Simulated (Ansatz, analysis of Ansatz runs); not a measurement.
# Be3N2 (P6_3/mmc), V_Be hop (2.3 Å): attempt frequency at charge −2

Aim: the prefactor of a hop in Be3N2 (P6_3/mmc) (V_Be hop (2.3 Å), charge −2) from the modes of the moving atom at the start and at the top of a path found beforehand. Model: a cell of 120 host atoms with 1 Be taken out.

Main program and level: Ansatz 0.2.0; plane-wave PAW DFT, PBEsol; finite-difference force constants of the moving atom alone.

**1. The structure**

The cell holds 119 atoms: 71 Be and 48 N. Its edges and angles: a = 9.829 Å, b = 9.829 Å, c = 9.710 Å, α = 90.0°, β = 90.0°, γ = 120.0°. It derives from Be3N2 (space group P6_3/mmc). Nearest the centre at fractional (0.500, 0.583, 0.664): Be105 at 0.95 Å, N117 at 1.24 Å, N111 at 1.88 Å, Be48 at 2.16 Å, Be106 at 2.16 Å, N30 at 2.30 Å, N118 at 2.30 Å, Be6 at 2.33 Å. The cell carries charge −2.

The cell's shortest repeat is 9.7 Å.

**2. Vibrations of the moving atom at the start point**

Harmonic transition-state theory takes the prefactor from the modes at the minimum and at the top. Only the moving atom is displaced, by 0.02 Å, which takes six displaced runs and a reference; the host's atoms are held.

qm2.start.modes/input.yaml reads:

```yaml
crystal:
  lattice:
    - [8.51188336, 4.91433815, 0.0]
    - [-8.51188336, 4.91433815, 0.0]
    - [0.0, 0.0, 9.71005664]
  atoms:
    - { symbol: Be, position: [0.00588679, 0.33636117, 0.07722176] }
    - { symbol: Be, position: [0.16949692, 0.17230083, 0.07723112] }
    - { symbol: Be, position: [0.33649807, -0.00261508, 0.07722462] }
    - { symbol: Be, position: [0.00273326, 0.16916218, 0.57748723] }
    - { symbol: Be, position: [0.16662211, -7.83e-05, 0.57919427] }
    - { symbol: Be, position: [0.33505404, 0.33423044, 0.57468773] }
    - { symbol: Be, position: [-0.0004007, 0.16628906, 0.92145067] }
    - { symbol: Be, position: [0.16713399, 0.00026787, 0.92326664] }
    - { symbol: Be, position: [0.33950346, 0.3408012, 0.91872534] }
    - { symbol: Be, position: [-0.00220288, 0.33457923, 0.42183447] }
    - { symbol: Be, position: [0.16828324, 0.16446873, 0.42184993] }
    - { symbol: Be, position: [0.33008066, -0.00069049, 0.42177635] }
    - { symbol: Be, position: [0.0016834, 0.00186238, 0.24641214] }
    - { symbol: Be, position: [0.16968832, 0.33624442, 0.268528] }
    - { symbol: Be, position: [0.33397105, 0.16552874, 0.24464048] }
    - { symbol: Be, position: [-0.00094906, -0.00083596, 0.74928317] }
    - { symbol: Be, position: [0.16806488, 0.33463859, 0.75244436] }
    - { symbol: Be, position: [0.33381236, 0.16799385, 0.74740565] }
    - { symbol: "N", position: [0.00017407, 0.00070164, 3.418e-05] }
    - { symbol: "N", position: [0.16877929, 0.33530959, -0.00378116] }
    - { symbol: "N", position: [0.33424358, 0.16695186, 0.00081511] }
    - { symbol: "N", position: [0.00383168, 0.00258923, 0.50021922] }
    - { symbol: "N", position: [0.16616693, 0.33274249, 0.49538444] }
    - { symbol: "N", position: [0.33262856, 0.16337487, 0.50100237] }
    - { symbol: "N", position: [0.00175953, 0.33515785, 0.24955298] }
    - { symbol: "N", position: [0.16862054, 0.16831411, 0.24957134] }
    - { symbol: "N", position: [0.33349891, -0.00136707, 0.24953901] }
    - { symbol: "N", position: [0.00054909, 0.16711631, 0.74955819] }
    - { symbol: "N", position: [0.16689701, 0.00014421, 0.75112787] }
    - { symbol: "N", position: [0.33481158, 0.33492101, 0.7468968] }
    - { symbol: Be, position: [-0.00510954, 0.83098177, 0.07713953] }
    - { symbol: Be, position: [0.16832482, 0.6669087, 0.07889655] }
    - { symbol: Be, position: [0.33467778, 0.50086508, 0.08348308] }
    - { symbol: Be, position: [-0.00229944, 0.66677709, 0.57753956] }
    - { symbol: Be, position: [0.16721624, 0.50141429, 0.57485478] }
    - { symbol: Be, position: [0.33284549, 0.83240787, 0.57479297] }
    - { symbol: Be, position: [0.00080047, 0.666762, 0.92151453] }
    - { symbol: Be, position: [0.17457881, 0.50615864, 0.91875368] }
    - { symbol: Be, position: [0.334974, 0.82727156, 0.91866618] }
    - { symbol: Be, position: [0.00274287, 0.83691948, 0.42175019] }
    - { symbol: Be, position: [0.16413768, 0.66699757, 0.4214532] }
    - { symbol: Be, position: [0.34844838, 0.51531462, 0.43271504] }
    - { symbol: Be, position: [-0.00099241, 0.50051943, 0.24564662] }
    - { symbol: Be, position: [0.16536412, 0.83327355, 0.24565172] }
    - { symbol: Be, position: [0.3320763, 0.66689234, 0.2562005] }
    - { symbol: Be, position: [0.00145131, 0.50038212, 0.74846792] }
    - { symbol: Be, position: [0.16789074, 0.83327595, 0.7484813] }
    - { symbol: Be, position: [0.34292431, 0.66684388, 0.72574309] }
    - { symbol: "N", position: [0.00041026, 0.5008294, 0.00043476] }
    - { symbol: "N", position: [0.16646941, 0.83287584, 0.00031941] }
    - { symbol: "N", position: [0.33268218, 0.66681966, 0.00661129] }
    - { symbol: "N", position: [-0.00318073, 0.49919234, 0.50060307] }
    - { symbol: "N", position: [0.16441952, 0.83458706, 0.50052007] }
    - { symbol: "N", position: [0.32215687, 0.66694069, 0.49741552] }
    - { symbol: "N", position: [-0.00104406, 0.83376298, 0.24948032] }
    - { symbol: "N", position: [0.16447267, 0.66692235, 0.24980275] }
    - { symbol: "N", position: [0.33516246, 0.50171995, 0.25573072] }
    - { symbol: "N", position: [-0.00010965, 0.66679827, 0.74962139] }
    - { symbol: "N", position: [0.16833277, 0.50135741, 0.74699069] }
    - { symbol: "N", position: [0.33377972, 0.83227968, 0.74693671] }
    - { symbol: Be, position: [0.50050936, 0.33530944, 0.07897354] }
    - { symbol: Be, position: [0.66421539, 0.16136365, 0.07714828] }
    - { symbol: Be, position: [0.83265319, -0.00095098, 0.07883147] }
    - { symbol: Be, position: [0.50034879, 0.16410296, 0.57755684] }
    - { symbol: Be, position: [0.66772277, 1.52e-05, 0.57489304] }
    - { symbol: Be, position: [0.83355667, 0.33349243, 0.57919605] }
    - { symbol: Be, position: [0.50007616, 0.16756534, 0.92154805] }
    - { symbol: Be, position: [0.66543991, -0.00757586, 0.9187047] }
    - { symbol: Be, position: [0.8335266, 0.3334513, 0.92326722] }
    - { symbol: Be, position: [0.50030176, 0.330183, 0.42137477] }
    - { symbol: Be, position: [0.67063634, 0.16946381, 0.42173458] }
    - { symbol: Be, position: [0.83622846, 0.00293188, 0.42146358] }
    - { symbol: Be, position: [0.50033654, -0.00246179, 0.26883581] }
    - { symbol: Be, position: [0.66672658, 0.33188152, 0.24546829] }
    - { symbol: Be, position: [0.83530995, 0.16822468, 0.24556356] }
    - { symbol: Be, position: [0.50026053, -0.0009994, 0.75316265] }
    - { symbol: Be, position: [0.66669096, 0.33444785, 0.74825422] }
    - { symbol: Be, position: [0.83260633, 0.16564677, 0.74843094] }
    - { symbol: "N", position: [0.50027083, -0.00167552, -0.0039588] }
    - { symbol: "N", position: [0.666338, 0.33304518, 0.00038481] }
    - { symbol: "N", position: [0.83414696, 0.16674365, 0.00035752] }
    - { symbol: "N", position: [0.50029663, 0.0009791, 0.49515968] }
    - { symbol: "N", position: [0.66801647, 0.33097914, 0.50060509] }
    - { symbol: "N", position: [0.8360287, 0.17040796, 0.50054125] }
    - { symbol: "N", position: [0.50037458, 0.33094292, 0.24978091] }
    - { symbol: "N", position: [0.667217, 0.1654825, 0.24948281] }
    - { symbol: "N", position: [0.83619434, 0.0027412, 0.24978538] }
    - { symbol: "N", position: [0.5002322, 0.16646457, 0.74964168] }
    - { symbol: "N", position: [0.66669073, -0.0012592, 0.74700017] }
    - { symbol: "N", position: [0.83356305, 0.33347966, 0.75112931] }
    - { symbol: Be, position: [0.50019475, 0.83301505, 0.08335228] }
    - { symbol: Be, position: [0.66602947, 0.66638056, 0.08343723] }
    - { symbol: Be, position: [0.83100934, 0.50300785, 0.07722458] }
    - { symbol: Be, position: [0.66549742, 0.49935822, 0.57466467] }
    - { symbol: Be, position: [0.83360582, 0.83458809, 0.57493671] }
    - { symbol: Be, position: [0.5002394, 0.66691106, 0.92383863] }
    - { symbol: Be, position: [0.66093651, 0.50161674, 0.91866228] }
    - { symbol: Be, position: [0.82566304, 0.83166776, 0.91873225] }
    - { symbol: Be, position: [0.50050837, 0.81864078, 0.43268405] }
    - { symbol: Be, position: [0.65250474, 0.66737717, 0.43268447] }
    - { symbol: Be, position: [0.83260044, 0.49675645, 0.42180479] }
    - { symbol: Be, position: [0.5003406, 0.49850647, 0.25834866] }
    - { symbol: Be, position: [0.66853187, 0.83508259, 0.25504711] }
    - { symbol: Be, position: [0.83099047, 0.66689349, 0.26815861] }
    - { symbol: Be, position: [0.50025344, 0.50945202, 0.72698048] }
    - { symbol: Be, position: [0.65755804, 0.82414623, 0.725037] }
    - { symbol: Be, position: [0.83243029, 0.66683667, 0.75238807] }
    - { symbol: "N", position: [0.50026504, 0.49918311, 0.00614697] }
    - { symbol: "N", position: [0.66788821, 0.8344427, 0.00683444] }
    - { symbol: "N", position: [0.83174079, 0.66680118, -0.00373064] }
    - { symbol: "N", position: [0.50034764, 0.48866485, 0.49638363] }
    - { symbol: "N", position: [0.67840289, 0.84499583, 0.49803479] }
    - { symbol: "N", position: [0.83440288, 0.66687394, 0.49548731] }
    - { symbol: "N", position: [0.50036593, 0.83212206, 0.25564177] }
    - { symbol: "N", position: [0.66557565, 0.66692179, 0.25566695] }
    - { symbol: "N", position: [0.83209795, 0.50004726, 0.24955428] }
    - { symbol: "N", position: [0.50027816, 0.66692681, 0.76051797] }
    - { symbol: "N", position: [0.66565788, 0.50034314, 0.74685565] }
    - { symbol: "N", position: [0.83214468, 0.83326491, 0.74701742] }
  symmetry: { detect: false }
total_charge: -2
basis:
  ecutwfc: 420
  xc_grid: 2
hamiltonian:
  xc: pbesol
kpoints:
  mp_grid: { grid: [1, 1, 1], shift: [0.25, 0.25, 0.25] }
scf:
  occupations: { method: fixed }
  max_iter: 150
phonons:
  supercell: [1, 1, 1]
  displaced_sites: [104]
  amplitude: 0.02
```

Command:

```console
ansatz run input.yaml --threads 4 --pin off --max-ram 14131MiB --backend cpu --events-out ev --progress --plain --runs-dir out
```

Output:

```text
Engine: ansatz 0.2.0, aarch64-unknown-linux-gnu
Pseudopotentials: kind: paw
Pseudopotential: Be, paw, valence charge 2, recommended cutoff 420 eV (normal), Be.paw.azcp
Pseudopotential: N, paw, valence charge 5, recommended cutoff 420 eV (normal), N.paw.azcp
Functional definition: PBEsol
  exchange = pbesol_x
  correlation = pbesol_c
Crystal: 119 atoms, lattice volume = 812.349 Å³
Basis set: ecut = 420 eV, 15933 PW (Γ), exchange–correlation on 144×144×144 points (8 copies of the dense FFT grid, shifted against one another)
Bands: 311, of which v1, the nominal top of the filled ones, is band 192 counted from 1 (191 counted from 0)
Symmetry: 1 space group operations
k-points: 1
Non-local potential: Be, projectors of the file, l = 0: 2, l = 1: 2, l = 2: 1
Non-local potential: N, projectors of the file, l = 0: 2, l = 1: 2, l = 2: 1
PAW form: soft (Blöchl's): semilocal exchange-correlation on the pseudo side does not see the compensation charge
PAW frozen core: Be, regenerated for the run's functional, and the local potential with it (the file was generated under x = pbe(κ = 0.804, μ = 0.219515), c = pbe(β = 0.066725))
PAW frozen core: N, regenerated for the run's functional, and the local potential with it (the file was generated under x = pbe(κ = 0.804, μ = 0.219515), c = pbe(β = 0.066725))
PAW one-centre angular grid: Be, 110 points (default); XC on 64 Gauss nodes
PAW one-centre angular grid: N, 110 points (default); XC on 64 Gauss nodes
Initial density: superposition of atomic densities (neutral atoms scaled as one to the charged cell's electrons: chi_scale 0, normalization atom), corrected by the library's trained network
Initial wavefunctions: pseudopotential atomic-orbital guess
Functional: x = pbesol(κ = 0.804, μ = 0.123457), c = pbesol(β = 0.046)
SCF iter   1: F=—  HF=-24696.530696 eV  |F-HF|=—  |Δ(HF+E_count)|=         —  Δρ=1.48e-2  dr2=1.76e0  ethr=1.77e-3  ⟨swp⟩=6.0  Hψ=1286  notcnv=0  defer=116
preconditioner: auto → Resta (q_TF=auto, 2.408 Å⁻¹)  ε∞=3.9  [insulator: Δε(μ)=4.330 eV  Ē_g=15.122 eV  n_scr=198 (ndim 8)  ℏωp=25.5 eV  f_vac=0.000  ε∞_Penn≈3.9]
SCF iter   2: F=—  HF=-24696.014284 eV  |F-HF|=—  |Δ(HF+E_count)|=   5.16e-1  Δρ=2.23e-3  dr2=4.80e-2  ethr=4.59e-4  ⟨swp⟩=2.0  Hψ=466  notcnv=0  defer=116
SCF iter   3: F=—  HF=-24696.005998 eV  |F-HF|=—  |Δ(HF+E_count)|=   8.29e-3  Δρ=1.16e-3  dr2=9.64e-3  ethr=1.25e-5  ⟨swp⟩=3.0  Hψ=338  notcnv=0  defer=117
SCF iter   4: F=—  HF=-24696.004415 eV  |F-HF|=—  |Δ(HF+E_count)|=   1.58e-3  Δρ=3.36e-4  dr2=8.97e-4  ethr=2.51e-6  ⟨swp⟩=3.0  Hψ=385  notcnv=0  defer=117
SCF iter   5: F=—  HF=-24696.004233 eV  |F-HF|=—  |Δ(HF+E_count)|=   1.83e-4  Δρ=8.58e-5  dr2=5.27e-5  ethr=2.34e-7  ⟨swp⟩=2.0  Hψ=383  notcnv=0  defer=117
SCF iter   6: F=—  HF=-24696.004943 eV  |F-HF|=—  |Δ(HF+E_count)|=   7.10e-4  Δρ=1.91e-5  dr2=2.73e-6  ethr=1.37e-8  ⟨swp⟩=2.0  Hψ=331  notcnv=0  defer=114
SCF iter   7: F=—  HF=-24696.004863 eV  |F-HF|=—  |Δ(HF+E_count)|=   7.99e-5  Δρ=9.93e-6  dr2=7.43e-7  ethr=7.12e-10  ⟨swp⟩=2.0  Hψ=456  notcnv=0  defer=112
SCF iter   8: F=—  HF=-24696.004863 eV  |F-HF|=—  |Δ(HF+E_count)|=   1.54e-7  Δρ=1.61e-6  dr2=1.42e-8  ethr=1.93e-10  ⟨swp⟩=2.0  Hψ=386  notcnv=0  defer=112
SCF iter   9: F=-24696.004863 eV  HF=-24696.004863 eV  |F-HF|=5.46e-10  |Δ(HF+E_count)|=   3.83e-9  Δρ=3.66e-7  dr2=9.69e-10  ethr=1.00e-12  ⟨swp⟩=23.0  Hψ=2892  notcnv=0
SCF 1 converged in 9 iterations: F = -24696.004863 eV  dr2 = 9.69e-10
  greatest PAW one-centre occupation: 0.792 electrons in one spin orbital (limit 2), on the N atom at site 116 (counted from 0), in its partial waves of l = 0
Initial density: handed on by an earlier stage of this run
Initial wavefunctions: those handed on with the density
iter 1 solved again at ethr=4.44e-7 eV; its pass at ethr=3.10e-3 eV (dr2=1.70e-3 eV) is discarded
[...]
SCF 2 converged in 9 iterations: F = -24696.000266 eV  dr2 = 6.15e-12
[...]
SCF 3 converged in 6 iterations: F = -24696.000220 eV  dr2 = 2.14e-11
[...]
SCF 4 converged in 8 iterations: F = -24696.000953 eV  dr2 = 8.09e-11
[...]
SCF 5 converged in 6 iterations: F = -24696.000791 eV  dr2 = 2.05e-11
[...]
SCF iter   6: F=—  HF=-24696.003635 eV  |F-HF|=—  |Δ(HF+E_count)|=   1.33e-8  Δρ=8.31e-7  dr2=4.95e-9  ethr=1.78e-11  ⟨swp⟩=2.0  Hψ=378  notcnv=0  defer=112
SCF iter   7: F=—  HF=-24696.003635 eV  |F-HF|=—  |Δ(HF+E_count)|=  5.82e-11  Δρ=2.36e-7  dr2=4.29e-10  ethr=1.29e-12  ⟨swp⟩=2.0  Hψ=344  notcnv=0  defer=112
SCF iter   8: F=-24696.003635 eV  HF=-24696.003635 eV  |F-HF|=5.09e-11  |Δ(HF+E_count)|=  1.46e-11  Δρ=1.01e-7  dr2=7.88e-11  ethr=1.00e-12  ⟨swp⟩=4.0  Hψ=832  notcnv=0
SCF 6 converged in 8 iterations: F = -24696.003635 eV  dr2 = 7.88e-11
iter 1 solved again at ethr=3.51e-10 eV; its pass at ethr=3.10e-3 eV (dr2=1.35e-6 eV) is discarded
SCF iter   1: F=—  HF=-24696.002925 eV  |F-HF|=—  |Δ(HF+E_count)|=         —  Δρ=1.55e-5  dr2=1.39e-6  ethr=3.51e-10  ⟨swp⟩=3.0  Hψ=999  notcnv=0  defer=112
SCF iter   2: F=—  HF=-24696.003637 eV  |F-HF|=—  |Δ(HF+E_count)|=   7.12e-4  Δρ=7.88e-6  dr2=3.26e-7  ethr=3.51e-10  ⟨swp⟩=2.0  Hψ=391  notcnv=0  defer=112
SCF iter   3: F=—  HF=-24696.003637 eV  |F-HF|=—  |Δ(HF+E_count)|=  5.09e-11  Δρ=2.41e-6  dr2=3.77e-8  ethr=8.48e-11  ⟨swp⟩=2.0  Hψ=344  notcnv=0  defer=112
SCF iter   4: F=—  HF=-24696.003637 eV  |F-HF|=—  |Δ(HF+E_count)|=   3.77e-9  Δρ=5.36e-7  dr2=1.84e-9  ethr=9.82e-12  ⟨swp⟩=2.0  Hψ=361  notcnv=0  defer=112
SCF iter   5: F=—  HF=-24696.003637 eV  |F-HF|=—  |Δ(HF+E_count)|=  9.09e-11  Δρ=1.85e-7  dr2=2.51e-10  ethr=1.00e-12  ⟨swp⟩=3.0  Hψ=388  notcnv=0  defer=112
SCF iter   6: F=-24696.003637 eV  HF=-24696.003637 eV  |F-HF|=1.46e-11  |Δ(HF+E_count)|=  3.64e-11  Δρ=7.01e-8  dr2=3.39e-11  ethr=1.00e-12  ⟨swp⟩=4.0  Hψ=754  notcnv=0
SCF 7 converged in 6 iterations: F = -24696.003637 eV  dr2 = 3.39e-11
SCF converged after 9 iterations
Free energy (F): -24696.004863 eV
Harris-Foulkes:  -24696.004863 eV  (|F-HF|=5.46e-10)
Internal energy: -24696.004863 eV  (E = F + TS)
E sigma→0 (E₀):  -24696.004863 eV
Fermi energy:    7.706975 eV
--- Per-component energies (eV) ---
  E_band       = 650.672681
  E_kinetic    = 7979.166610
  E_local      = -9793.166185  (includes V_loc(G=0)·N_el)
  E_nonlocal   = 2520.824960
  E_hartree    = 3111.978194
  E_xc         = -4335.061525
  E_vxc        = -5237.579458  (∫ρ·V_xc dr)
  E_paw        = -9965.754503  (= ΣΔE_a)
  E_vpaw       = -1042.534550  (= ΣTr[D̂ρ^β])
  E_aug_tail   = 0.004652  (compensation charges beyond the density's cutoff)
  E_ewald      = -14216.022534
  E_core_change = 2.025468  (= ΣΔE_core)
  E_smearing   = -0.000000  (= −TS)
  E_closure    = 0.000000  (closes the sum)
  E_deformation_potential = -37.033375  (in the stress; not in F)
  Σ components = -24696.004863   (vs F -24696.004863, Δ=0.00e0)
--- Forces (eV/Å), atoms counted from 1 ---
  atom   1  Be     0.00036575    -0.00018971    -0.00041411
  atom   2  Be     0.00015477     0.00044109    -0.00003617
  [... 3 atoms left out ...]
  atom   6  Be     0.00101641    -0.00039090    -0.00002537
  [... 23 atoms left out ...]
  atom  30  N     -0.00006654    -0.00007870     0.00032554
  [... 11 atoms left out ...]
  atom  42  Be    -0.00068602     0.00010805    -0.00043133
  [... 5 atoms left out ...]
  atom  48  Be    -0.00015222     0.00004052     0.00035972
  [... 45 atoms left out ...]
  atom  94  Be     0.00027157    -0.00053232    -0.00076558
  [... 10 atoms left out ...]
  atom 105  Be     0.00044987     0.00032102    -0.00057203
  atom 106  Be     0.00027835     0.00018216     0.00018595
  [... 4 atoms left out ...]
  atom 111  N      0.00024179    -0.00008462     0.00011279
  [... 5 atoms left out ...]
  atom 117  N      0.00007811     0.00009541    -0.00051749
  atom 118  N     -0.00023180     0.00049042     0.00063874
  [... 1 atom left out ...]
  max |Σ_I F_I| component: 2.30e-5 eV/Å
--- Band table (eV) ---
  k-point 0: bands = ["-8.3208", "-8.0769", "-8.0030", "-7.9220", [... 303 left out ...] "19.3607", "19.3734", "19.4697", "19.4853"]
--- Phonons: 6 displaced members + reference (amplitude 0.02 Å, Σ member SCF iterations 43) ---
  symmetry images taken by strict's conditions (phonons.symmetry_images: auto; settled by no image being taken that strict refuses)
  force constants formed among 1 of 119 sites (Be 104); the other 118 at rest. The modes move the named sites alone.
  the frequencies, the zero-point energy and the sums are of the block with the acoustic sum rule laid on its rows. Row sums over every site: 2.5e-5 eV/Å² at the most
  transpose residual: 2.0e-3 eV/Å²
  largest component of a force at the reference: 5.7e-4 eV/Å on a named site, 1.5e-3 eV/Å on a site at rest
  frequencies among the named sites at Γ of the cell (cm⁻¹): 412.32 744.83 871.72
  unstable modes among the named sites: 0
  frequencies as built, with no sum rule (cm⁻¹): 412.32 744.83 871.72
  zero-point energy: 0.125774 eV/cell   skipped modes (ω ≤ 0): 0
  not written: the harmonic force-constant file, the file of eigenvectors (these modes' are written with the force constants), the density of states and the dispersion, which are of every site
```

The job ended after 92 s (4 threads of Arm Neoverse V2, shared host; peak memory 1.6 GiB).

Numbers from this step:

```
free energy                : -24696.0049 eV
frequencies of moving atom : 412.3, 744.8, 871.7 cm⁻¹ (negative: imaginary)
```

The three modes are 412, 745 and 872 cm⁻¹: all real, a minimum for this atom with the others held.

[end of part 1 of 2]

[Long decimals in the printed logs are rounded to 6 places.]

[Repeated set-up lines and some long k-point lines are left out of the logs, and relaxed atomic positions are cut to six decimals.]

[Logs are printed without paths, hosts, clocks, repeated set-up lines and the standing remarks that a program may print on its own settings, such as how far it seeks lower states.]

[Hosts, paths, dates, database ids (printed as entryN), source tags and the programs' standing remarks are cut or masked in the printed files.]
